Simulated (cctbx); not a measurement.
# MnNi2S4O across an absorption edge

Space group Pmmn (no. 59, origin choice 1), a = 3.4060 Å, b = 12.7440 Å, c = 6.1110 Å, α = 90.00°, β = 90.00°, γ = 90.00°.

```
atom  mult.  x       y       z  Ueq (Å²)
 Ni1      4  0  0.1408  0.4693    0.0066
 Mn1      2  0     1/2  0.1112    0.0065
  S1      4  0  0.9146  0.1440    0.0078
  S2      4  0  0.3062  0.3528    0.0140
  O1      2  0       0  0.6398    0.0116
```

This is a model crystal, built by substitution and not relaxed, with assumed displacement parameters.

Calculated with cctbx: free-atom f′ and f″ from the Sasaki tables, no fine structure; amplitudes in electrons.

| E (eV) | F 0 1 1 | F 0 1 2 | F 0 3 1 | F 0 0 2 |
| --- | --- | --- | --- | --- |
| 7733 | 5.3 | 11.5 | 16.6 | 56.6 |
| 8083 | 5.9 | 11.6 | 16.4 | 53.7 |
| 8213 | 6.3 | 12.1 | 16.0 | 51.1 |
| 8273 | 6.6 | 12.7 | 15.6 | 48.5 |
| 8303 | 7.0 | 13.3 | 15.1 | 45.9 |
| 8318 | 7.3 | 13.9 | 14.6 | 43.2 |
| 8325 | 7.6 | 14.5 | 14.2 | 40.8 |
| 8329 | 7.9 | 15.2 | 13.7 | 38.2 |
| 8337 | 7.7 | 16.3 | 14.2 | 40.1 |
| 8341 | 7.3 | 15.6 | 14.7 | 42.9 |
| 8348 | 7.0 | 15.0 | 15.2 | 45.4 |
| 8363 | 6.6 | 14.3 | 15.7 | 48.1 |
| 8393 | 6.2 | 13.6 | 16.2 | 50.9 |
| 8483 | 5.8 | 12.6 | 16.9 | 54.5 |
| 8733 | 5.4 | 11.3 | 17.8 | 58.4 |

**Question.** Which edge is crossed, and why do the reflections move as they do?

The K edge of Ni. The edge is at 8333 eV. f′ of Ni falls from -3.9 e at 8213 eV to -7.5 e at 4 eV below it, and f″ steps from 0.48 to 3.91 e across it. Over that approach |F| changes by +25 % (0 1 1), +26 % (0 1 2), -14 % (0 3 1) and -25 % (0 0 2): a reflection falls where Ni scatters in phase with the total and rises where it scatters against it; it hardly moves where the Ni term is small or cancels by symmetry. Above the edge the larger f″ enters the imaginary part, where it can add to or cancel the other atoms' f″. The structure is centrosymmetric, so Friedel mates stay equal.

[Logs are printed without paths, hosts, clocks, repeated set-up lines and the standing remarks that a program may print on its own settings, such as how far it seeks lower states.]
